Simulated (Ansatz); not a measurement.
# Ca on Pt(111): change of the work function, part 3 of 3

Wanted: Δφ(θ) for Ca/Pt(111), starting from the fcc site.

Ansatz 0.2.0; plane-wave DFT, PBE, Ansatz PAW.

So far, work function, upper face (eV): step 2 (the clean slab) 5.70; step 3 (37 atoms, coverage 0.111 ML, cell 3x3) 2.58.

## 4. The covered slab, k-mesh 6×6×1, coverage 0.25 ML

System of this step: Ca/Pt(111). The cell holds 17 atoms: 16 Pt and 1 Ca. Its edges and angles: a = 5.544 Å, b = 5.544 Å, c = 27.692 Å, α = 90.0°, β = 90.0°, γ = 60.0°. Vacuum lies along c.

Another coverage, to see how the dipoles act on each other as their distance changes.

input.yaml

```yaml
crystal:
  lattice:
    - [5.5437171645, 1.0e-10, 0.0]
    - [2.7718585822, 4.8009998959, 0.0]
    - [0.0, 0.0, 27.6922762391]
  atoms:
    - { symbol: Pt, position: [0.0, 0.0, 0.3250003691] }
    - { symbol: Pt, position: [0.1666666667, 0.1666666667, 0.4067276001] }
    - { symbol: Pt, position: [0.3333333333, 0.3333333333, 0.4900273431] }
    - { symbol: Pt, position: [0.0, 0.0, 0.5743656938] }
    - { symbol: Pt, position: [0.0, 0.5, 0.3250003691] }
    - { symbol: Pt, position: [0.1666666667, 0.6666666667, 0.4067276001] }
    - { symbol: Pt, position: [0.3333333333, 0.8333333333, 0.4900273431] }
    - { symbol: Pt, position: [0.0, 0.5, 0.5743656938] }
    - { symbol: Pt, position: [0.5, 0.0, 0.3250003691] }
    - { symbol: Pt, position: [0.6666666667, 0.1666666667, 0.4067276001] }
    - { symbol: Pt, position: [0.8333333333, 0.3333333333, 0.4900273431] }
    - { symbol: Pt, position: [0.5, 0.0, 0.5743656938] }
    - { symbol: Pt, position: [0.5, 0.5, 0.3250003691] }
    - { symbol: Pt, position: [0.6666666667, 0.6666666667, 0.4067276001] }
    - { symbol: Pt, position: [0.8333333333, 0.8333333333, 0.4900273431] }
    - { symbol: Pt, position: [0.5, 0.5, 0.5743656938] }
    - { symbol: Ca, position: [0.1666666667, 0.1666666667, 0.6749996309] }
kpoints:
  mp_grid: { grid: [6, 6, 1] }
hamiltonian:
  xc: pbe
scf:
  occupations: { method: fermi_dirac, width: 0.1 }
  convergence: { dr2_threshold: 1.0e-08 }
efield:
  axis: 3
  dipole_correction: true
  ramp_position: 0.97
  ramp_width: 0.06
relax:
  f_tol: 0.02
  max_steps: 60
  constraints: [{ sites: [0, 1, 4, 5, 8, 9, 12, 13] }]
output:
  dos: { projected: true, e_range: [-8, 4] }
  write_potential: true
  write_density: true
  volumetric_format: npy
  elf: true
```

Command:

```sh
ansatz run input.yaml --threads 4 --pin off --max-ram 16384MiB --backend cpu --events-out ev --progress --plain --runs-dir out
```

Numbers of over 12 decimals in the logs are rounded to 6 here.

What it wrote:

```text
[...]
Crystal: 17 atoms, lattice volume = 737.041 Å³
Basis set: ecut = 420 eV, 14421 PW (Γ), exchange–correlation on 80×80×384 points (8 copies of the dense FFT grid, shifted against one another)
Bands: 179, of which v1, the nominal top of the filled ones, is band 149 counted from 1 (148 counted from 0)
Symmetry: 6 space group operations
[...]
k-points: 7 of 36 (time reversal used)
[...]
SCF iter   1: F=—  HF=-202182.302529 eV  |F-HF|=—  |Δ(HF+E_count)|=         —  Δρ=6.68e-3  dr2=4.24e0  ethr=1.77e-3  p=0.438 e·Å  D=1.08e-1 V/Å  ΔV_dip=-2.98 eV  dr2_dipole=3.21e-1  V_vac-E_F(+/−)=2.25/5.23 eV  ⟨swp⟩=9.6  Hψ=5792  notcnv=0  defer=21
[...]
SCF iter  13: F=-202182.216429 eV  HF=-202182.216429 eV  |F-HF|=5.15e-9  |Δ(HF+E_count)|=   9.60e-9  Δρ=4.93e-7  dr2=7.39e-9  ethr=3.36e-12  p=0.422 e·Å  D=1.04e-1 V/Å  ΔV_dip=-2.87 eV  dr2_dipole=6.11e-10  V_vac-E_F(+/−)=2.80/5.67 eV  ⟨swp⟩=14.7  Hψ=9616  notcnv=0
SCF 1 converged in 13 iterations: F = -202182.216429 eV  dr2 = 7.39e-9
[...]
relax step   1: F+E_penalty+E_count = -202182.21642948 eV  Δ(F+E_penalty+E_count) = +0.000e0 eV  max|allowed force component| = 1.991e0 eV/Å  Δτ_max = 0.0000 Å  (13 SCF iters, accepted)
[...]
SCF iter  12: F=-202182.674362 eV  HF=-202182.674362 eV  |F-HF|=8.44e-10  |Δ(HF+E_count)|=   1.54e-8  Δρ=5.22e-7  dr2=8.07e-9  ethr=3.36e-12  p=0.463 e·Å  D=1.14e-1 V/Å  ΔV_dip=-3.15 eV  dr2_dipole=1.07e-9  V_vac-E_F(+/−)=2.53/5.68 eV  ⟨swp⟩=14.9  Hψ=8784  notcnv=0
SCF 2 converged in 12 iterations: F = -202182.674362 eV  dr2 = 8.07e-9
relax step   2: F+E_penalty+E_count = -202182.67436204 eV  Δ(F+E_penalty+E_count) = -4.579e-1 eV  max|allowed force component| = 1.644e0 eV/Å  Δτ_max = 0.1949 Å  (12 SCF iters, accepted)
SCF iter   1: F=—  HF=-202182.989955 eV  |F-HF|=—  |Δ(HF+E_count)|=         —  Δρ=3.93e-3  dr2=5.14e-1  ethr=1.60e-3  p=0.463 e·Å  D=1.14e-1 V/Å  ΔV_dip=-3.15 eV  dr2_dipole=6.01e-2  V_vac-E_F(+/−)=2.54/5.69 eV  ⟨swp⟩=7.3  Hψ=3946  notcnv=0  defer=49
[...]
SCF iter  12: F=-202182.944152 eV  HF=-202182.944152 eV  |F-HF|=1.37e-9  |Δ(HF+E_count)|=   1.68e-8  Δρ=4.34e-7  dr2=4.95e-9  ethr=3.36e-12  p=0.511 e·Å  D=1.25e-1 V/Å  ΔV_dip=-3.47 eV  dr2_dipole=3.81e-11  V_vac-E_F(+/−)=2.21/5.68 eV  ⟨swp⟩=9.0  Hψ=7515  notcnv=0
SCF 3 converged in 12 iterations: F = -202182.944152 eV  dr2 = 4.95e-9
relax step   3: F+E_penalty+E_count = -202182.94415219 eV  Δ(F+E_penalty+E_count) = -2.698e-1 eV  max|allowed force component| = 6.364e-1 eV/Å  Δτ_max = 0.1969 Å  (12 SCF iters, accepted)
[...]
relax step   4: F+E_penalty+E_count = -202182.98057576 eV  Δ(F+E_penalty+E_count) = -3.642e-2 eV  max|allowed force component| = 4.551e-1 eV/Å  Δτ_max = 0.1940 Å  (12 SCF iters, accepted)
[...]
relax step   5: F+E_penalty+E_count = -202182.99512958 eV  Δ(F+E_penalty+E_count) = -1.455e-2 eV  max|allowed force component| = 2.982e-2 eV/Å  Δτ_max = 0.0617 Å  (11 SCF iters, accepted)
SCF iter   1: F=—  HF=-202182.995236 eV  |F-HF|=—  |Δ(HF+E_count)|=         —  Δρ=7.48e-4  dr2=3.30e-3  ethr=1.79e-5  p=0.537 e·Å  D=1.32e-1 V/Å  ΔV_dip=-3.65 eV  dr2_dipole=2.81e-4  V_vac-E_F(+/−)=2.03/5.68 eV  ⟨swp⟩=2.4  Hψ=2218  notcnv=0  defer=60
[...]
SCF iter   9: F=-202182.995658 eV  HF=-202182.995658 eV  |F-HF|=9.81e-9  |Δ(HF+E_count)|=   3.24e-8  Δρ=8.05e-7  dr2=8.26e-9  ethr=3.36e-12  p=0.538 e·Å  D=1.32e-1 V/Å  ΔV_dip=-3.66 eV  dr2_dipole=1.31e-12  V_vac-E_F(+/−)=2.02/5.68 eV  ⟨swp⟩=12.1  Hψ=9095  notcnv=0
SCF 6 converged in 9 iterations: F = -202182.995658 eV  dr2 = 8.26e-9
relax step   6: F+E_penalty+E_count = -202182.99565845 eV  Δ(F+E_penalty+E_count) = -5.289e-4 eV  max|allowed force component| = 9.125e-3 eV/Å  Δτ_max = 0.0144 Å  (9 SCF iters, accepted)
[...]
SCF converged after 9 iterations
Free energy (F): -202182.995658 eV
[...]
Internal energy: -202182.156462 eV  (E = F + TS)
E sigma→0 (E₀):  -202182.576060 eV
Entropy (-TS):   -0.839196 eV (-49.364 meV/atom)
Fermi energy:    5.535355 eV
Dipole field:    D = 0.132006 V/Å  (p = 0.537679 e·Å, saw-weighted, corrected)
Work function:   Φ+ = 2.0243 eV   Φ− = 5.6799 eV
[...]
--- Forces (eV/Å), atoms counted from 1 ---
  atom   1  Pt     0.00307382     0.00177467    -0.50199535
  atom   2  Pt     0.00000000     0.00000000     0.56978104
  atom   3  Pt    -0.00699177    -0.00403670    -0.00334826
  atom   4  Pt    -0.00054484    -0.00031456     0.00308373
  atom   5  Pt     0.00000000    -0.00354934    -0.50199535
  atom   6  Pt     0.07086585    -0.04091442     0.44996247
  atom   7  Pt    -0.00000000     0.00807340    -0.00334826
  atom   8  Pt    -0.00000000     0.00062913     0.00308373
  atom   9  Pt    -0.00307382     0.00177467    -0.50199535
  atom  10  Pt    -0.00000000     0.08182884     0.44996247
  atom  11  Pt     0.00699177    -0.00403670    -0.00334826
  atom  12  Pt     0.00054484    -0.00031456     0.00308373
  atom  13  Pt     0.00000000     0.00000000    -0.43148155
  atom  14  Pt    -0.07086585    -0.04091442     0.44996247
  atom  15  Pt    -0.00000000     0.00000000     0.00437707
  atom  16  Pt     0.00000000    -0.00000000     0.00510242
  atom  17  Ca     0.00000000     0.00000000     0.00912501
  max |Σ_I F_I| component: 1.18e-5 eV/Å
--- Band table (eV; the first three rows and the last of 7) ---
  k-point 0: bands = [... 145 lower, 5.8973, 5.8973, 6.0553, 6.0553, 6.0638, 6.0795, 6.1321, 6.1321, ... 26 higher]
  k-point 1: bands = [... 145 lower, 5.4832, 5.6184, 5.6307, 5.6559, 5.7803, 5.8226, 5.8407, 5.8656, ... 26 higher]
  k-point 2: bands = [... 145 lower, 5.0675, 5.1466, 5.4677, 5.4770, 5.5051, 5.5650, 5.7872, 5.8216, ... 26 higher]
  k-point 6: bands = [... 145 lower, 5.1099, 5.1273, 5.1552, 5.1577, 5.1876, 5.2306, 5.2620, 5.2716, ... 26 higher]
--- Relaxed structure (6 steps of the walk, 6 accepted, 0 SCFs on fresh bases) ---
  F+E_penalty+E_count = -202182.99565845 eV   max|allowed force component| = 9.125e-3 eV/Å
  atoms:
    - { symbol: Pt, position: [-1.7959490104491818e-17, -1.795949010449182e-17, 0.3250003691] }
    - { symbol: Pt, position: [0.166667, 0.166667, 0.406728] }
    - { symbol: Pt, position: [0.334033, 0.334033, 0.491155] }
    - { symbol: Pt, position: [-0.00293399, -0.00293399, 0.575726] }
    - { symbol: Pt, position: [0.0, 0.5, 0.3250003691] }
    - { symbol: Pt, position: [0.166667, 0.666667, 0.406728] }
    - { symbol: Pt, position: [0.334033, 0.831933, 0.491155] }
    - { symbol: Pt, position: [-0.00293399, 0.505868, 0.575726] }
    - { symbol: Pt, position: [0.500000, -1.7959490104895715e-17, 0.3250003691] }
    - { symbol: Pt, position: [0.666667, 0.166667, 0.406728] }
    - { symbol: Pt, position: [0.831933, 0.334033, 0.491155] }
    - { symbol: Pt, position: [0.505868, -0.00293399, 0.575726] }
    - { symbol: Pt, position: [0.500000, 0.5, 0.3250003691] }
    - { symbol: Pt, position: [0.666667, 0.666667, 0.406728] }
    - { symbol: Pt, position: [0.833333, 0.833333, 0.488932] }
    - { symbol: Pt, position: [0.500000, 0.5, 0.580329] }
    - { symbol: Ca, position: [0.166667, 0.166667, 0.655793] }
```

Elapsed: 3.6 min, on 4 threads of Arm Neoverse V1, shared host; peak memory 3.1 GiB; 14 min of CPU time.

Step by step:

| step | energy less that of the first step (eV) | largest force component (eV/Å) |
| --- | --- | --- |
| 1 | 0.0000 | 1.9909 |
| 2 | -0.4579 | 1.6444 |
| 3 | -0.7277 | 0.6364 |
| 4 | -0.7641 | 0.4551 |
| 5 | -0.7787 | 0.0298 |
| 6 | -0.7792 | 0.0091 |

The run keeps the 6 symmetry operations that it works with, so distortions that break them were not tested.

The atoms that moved most (Å):

| atom | dx | dy | dz | length |
| --- | --- | --- | --- | --- |
| Ca17 | 0.000 | 0.000 | -0.532 | 0.532 |
| Pt16 | 0.000 | 0.000 | 0.165 | 0.165 |
| Pt8 | 0.000 | 0.028 | 0.038 | 0.047 |
| Pt4 | -0.024 | -0.014 | 0.038 | 0.047 |
| Pt12 | 0.024 | -0.014 | 0.038 | 0.047 |
| Pt3 | 0.006 | 0.003 | 0.031 | 0.032 |
| Pt7 | 0.000 | -0.007 | 0.031 | 0.032 |
| Pt11 | -0.006 | 0.003 | 0.031 | 0.032 |

Final coordinates:

```xyz
17
Lattice="5.5437 0.0000 0.0000 2.7719 4.8010 0.0000 0.0000 0.0000 27.6923" Properties=species:S:1:pos:R:3
Pt    0.0000    0.0000    9.0000
Pt    1.3859    0.8002   11.2632
Pt    2.7777    1.6037   13.6012
Pt   -0.0244   -0.0141   15.9432
Pt    1.3859    2.4005    9.0000
Pt    2.7719    3.2007   11.2632
Pt    4.1578    3.9941   13.6012
Pt    1.3859    2.4287   15.9432
Pt    2.7719    0.0000    9.0000
Pt    4.1578    0.8002   11.2632
Pt    5.5379    1.6037   13.6012
Pt    2.7963   -0.0141   15.9432
Pt    4.1578    2.4005    9.0000
Pt    5.5437    3.2007   11.2632
Pt    6.9296    4.0008   13.5396
Pt    4.1578    2.4005   16.0706
Ca    1.3859    0.8002   18.1604
```

Numbers from this step:

| Quantity | Value |
| --- | --- |
| energy at zero smearing | -202182.5761 eV |
| work function, upper face | 2.024 eV |
| work function, lower face | 5.680 eV |
| dipole along the normal | 0.5377 e·Å |
| step between the vacuum levels | -3.656 eV |

Running mean over 2.263 Å of the planar mean; the ramp of the sawtooth is left out. Electron's electrostatic potential energy less the Fermi level against z:

| z (Å) | electron's electrostatic potential energy less the Fermi level (eV) |
| --- | --- |
| 3.5 | 5.68 |
| 4.0 | 5.68 |
| 4.5 | 5.68 |
| 5.0 | 5.68 |
| 5.5 | 5.66 |
| 6.0 | 5.62 |
| 6.5 | 5.43 |
| 7.0 | 4.59 |
| 7.5 | 1.24 |
| 8.0 | -4.96 |
| 8.5 | -9.99 |
| 9.0 | -11.6 |
| 9.5 | -11.9 |
| 10.0 | -12.1 |
| 10.5 | -12.1 |
| 11.0 | -12.2 |
| 11.5 | -12.1 |
| 12.0 | -11.6 |
| 12.5 | -11.4 |
| 13.0 | -11.7 |
| 13.5 | -12.0 |
| 14.0 | -11.6 |
| 14.5 | -10.7 |
| 15.0 | -10.6 |
| 15.5 | -11.3 |
| 16.0 | -11.6 |
| 16.5 | -10.6 |
| 17.0 | -6.94 |
| 17.5 | -2.62 |
| 18.0 | -0.717 |
| 18.5 | -0.692 |
| 19.0 | -0.407 |
| 19.5 | 0.505 |
| 20.0 | 1.28 |
| 20.5 | 1.64 |
| 21.0 | 1.83 |
| 21.5 | 1.92 |
| 22.0 | 1.97 |
| 22.5 | 2.00 |
| 23.0 | 2.01 |
| 23.5 | 2.02 |
| 24.0 | 2.02 |
| 24.5 | 2.02 |

The density of states has structure finer than the step of the table below, so its rows give means over 0.5 eV, whole bins alone (the curve runs from -8 to 1.98 eV). Peaks (eV: height): -3.19: 43.0, -3.10: 41.8, -3.04: 55.6, -2.98: 55.7, -2.23: 62.0, -2.08: 42.1, -2.02: 50.5.

The density of states by energy, zero at the Fermi level; means over each step:

| energy (eV) | density of states (states/eV a cell) |
| --- | --- |
| -7.5 | 2.25 |
| -7.0 | 6.22 |
| -6.5 | 11.5 |
| -6.0 | 17.9 |
| -5.5 | 21.5 |
| -5.0 | 16.7 |
| -4.5 | 18.3 |
| -4.0 | 24.1 |
| -3.5 | 30.6 |
| -3.0 | 34.4 |
| -2.5 | 19.7 |
| -2.0 | 26.9 |
| -1.5 | 24.4 |
| -1.0 | 24.9 |
| -0.5 | 24.9 |
| 0.0 | 25.7 |
| 0.5 | 13.2 |
| 1.0 | 5.29 |
| 1.5 | 7.78 |

Projected DOS per atom over height of the atomic layer and energy from the Fermi level. Layers: Pt4 Pt4 Pt4 Pt4 Ca from below.

Ten even steps from '0' (0.01 states/eV) to '9' (2.58 states/eV), each cell a mean:
```
11110
00001
11112
32222
67741
75560
64460
74670
63561
54460
75570
97790
56670
35650
44440
34430
46540
36520
24310
12110
00000
00000
```
Columns: height of the atomic layer (Å) from 9 to 18.2; rows upwards: energy from the Fermi level (eV) from -7.96 to 1.95.

Electrostatic potential energy in the ca plane at fractional y = 0.167, with atoms of Pt and Ca within 0.2 Å of it. With pseudopotentials it is smooth inside the atoms' cores, unlike the true potential.

Ten even steps from '0' (-55 eV) to '9' (9 eV), each cell a mean:
```
46899989999745799855689988899999999999999999
46899888999745799865789999999999999999999999
78998545899877899977899999999999999999999999
89985101589989999999999999999999999999999999
99983000389999999999999999999999999999999999
99984000389999999999999999999999999999999999
88997313699988999988899999999999999999999999
57899878999766899865799999999999999999999999
46899999998744799854689999999999999999999999
57899877999766899876799887889999999999999999
88997313699888999988998743578999999999999999
99984000389999999999998510268999999999999999
99983000389999999999998400158999999999999999
89985100589999999999998621368999999999999999
67998646899877899977899866789999999999999999
```
Columns run along c (16.0 Å, from fractional 0.33 to 0.91 of the cell; values clipped at the 3rd and 97th percentile), rows up along a (5.5 Å). Atoms in or near the plane, at fractional coordinates: Pt at (0.41, 0.17), Pt at (0.41, 0.67), Ca at (0.66, 0.17).

Valence density in the ca plane at fractional y = 0.167, with atoms of Pt and Ca within 0.2 Å of it. It is the smooth field of the valence electrons, not physical close to the nuclei.

Ten steps, logarithmic in the rise over the least value, from '0' (0 e/Å³) to '9' (11 e/Å³), each cell a mean:
```
65322333223465433456532111100000000000000000
65322333223466433456532100000000000000000000
44334565423344322344421100000000000000000000
33235898632333222233321000000000000000000000
22237999742222211222211000000000000000000000
32236899632222211223221000000000000000000000
43334777532333322334321100000000000000000000
54323444323455432355432100000000000000000000
65322333223566433456532110000000000000000000
54323444323455432345432223210000000000000000
43335787532343322233322466531000000000000000
22236999632222211222223588751000000000000000
22237999742222211222223688752000000000000000
33235898632233222233322577641000000000000000
54333565422344322344432244320000000000000000
```
Columns run along c (16.0 Å, from fractional 0.33 to 0.91 of the cell), rows up along a (5.5 Å). Atoms in or near the plane, at fractional coordinates: Pt at (0.41, 0.17), Pt at (0.41, 0.67), Ca at (0.66, 0.17).

ELF in the ca plane at fractional y = 0.167, with atoms of Pt and Ca within 0.2 Å of it. It is the smooth field of the valence electrons, not physical close to the nuclei.

Ten even steps from '0' (0.00) to '9' (0.85), each cell a mean:
```
54322333223454323344443101100012322100000000
44322333223454323344433310000122211000000000
33223454322333322233333321001111110000000000
32234777532233221223332221111111100000000000
32235777532222211223322211111111000000000000
32235777532222211223322211111111100000000000
33224566422233222233333221111111110000000000
43322333222344322344433320000112211000000000
54322233223454323344443200000012221100000000
43322333222344322334332134410013332100000000
32224666422333222223331489961012443210000000
32235777532222211223322799983002443210000000
32235777532222211223322899983002443210000000
32234777532222221223321699972002443210000000
33323454322333322333332268731012332110000000
```
Columns run along c (16.0 Å, from fractional 0.33 to 0.91 of the cell), rows up along a (5.5 Å). Atoms in or near the plane, at fractional coordinates: Pt at (0.41, 0.17), Pt at (0.41, 0.67), Ca at (0.66, 0.17).

The relaxation took 6 steps and lowered the energy by 0.78 eV; the largest force on the free atoms ends at 0.0091 eV/Å.

By hand: a sheet of dipoles makes a step −p/(ε₀A) in the electron's potential. With e/ε₀ = 180.95 V·Å, p = 0.5377 e·Å and A = 26.62 Å², that is −180.95 × (0.5377) / 26.62 = -3.656 eV, and the two vacuum levels of the run differ by -3.656 eV.

The covered face has 2.02 eV, -3.68 eV against the clean one; the bare back face has moved by +0.01 eV, a measure of how thin the slab is.

## 5. Work function against coverage

This step: plane-wave DFT, PBE, Ansatz PAW; work function against coverage (Ansatz 0.2.0).

The runs are now put side by side.

Numbers from this step:

| Item | Value |
| --- | --- |
| work function of the clean face | 5.703 eV |
| largest change of the work function | -3.679 eV |

Table of work function of the covered face by coverage:

| coverage (adsorbates/nm²) | work function of the covered face (eV) |
| --- | --- |
| 0.00 | 5.70 |
| 1.67 | 2.58 |
| 3.76 | 2.02 |

The dipole per adsorbate comes from the change of the cell's dipole. Coverage, by row:

| coverage (1/nm²) | coverage (ML) | work function (eV) | change (eV) | dipole per adsorbate, positive end outwards (debye) | mean height of the added atoms over the highest substrate atom (Å) |
| --- | --- | --- | --- | --- | --- |
| 1.67 | 0.1111 | 2.583 | -3.12 | 4.925 | 2.202 |
| 3.757 | 0.25 | 2.024 | -3.679 | 2.605 | 2.09 |

## 6. Summary of results

```json
{
  "work function of the clean face": "5.70 eV",
  "work function at 0.11 ML": "2.58 eV",
  "work function at 0.25 ML": "2.02 eV",
  "dipole per adsorbate at 0.11 ML, positive end outwards": "4.92 D"
}
```

Ca lowers the work function of Pt(111) at the lowest coverage, by 3.12 eV: the adsorbate layer has its positive end outwards. The slab has 4 layers, at the tabulated experimental lattice constant, one starting site was run, and quantum-size effects of a slab this thin can reach one or two tenths of an eV.

[Logs are printed without paths, hosts, clocks, repeated set-up lines and the standing remarks that a program may print on its own settings, such as how far it seeks lower states.]

[Hosts, paths, dates, database ids (printed as entryN), source tags and the programs' standing remarks are cut or masked in the printed files.]

[Maps of the electrostatic potential energy from Ansatz leave out the sawtooth potential of an applied field or a dipole correction, so their vacuum need not be flat; planar profiles and work functions include it.]
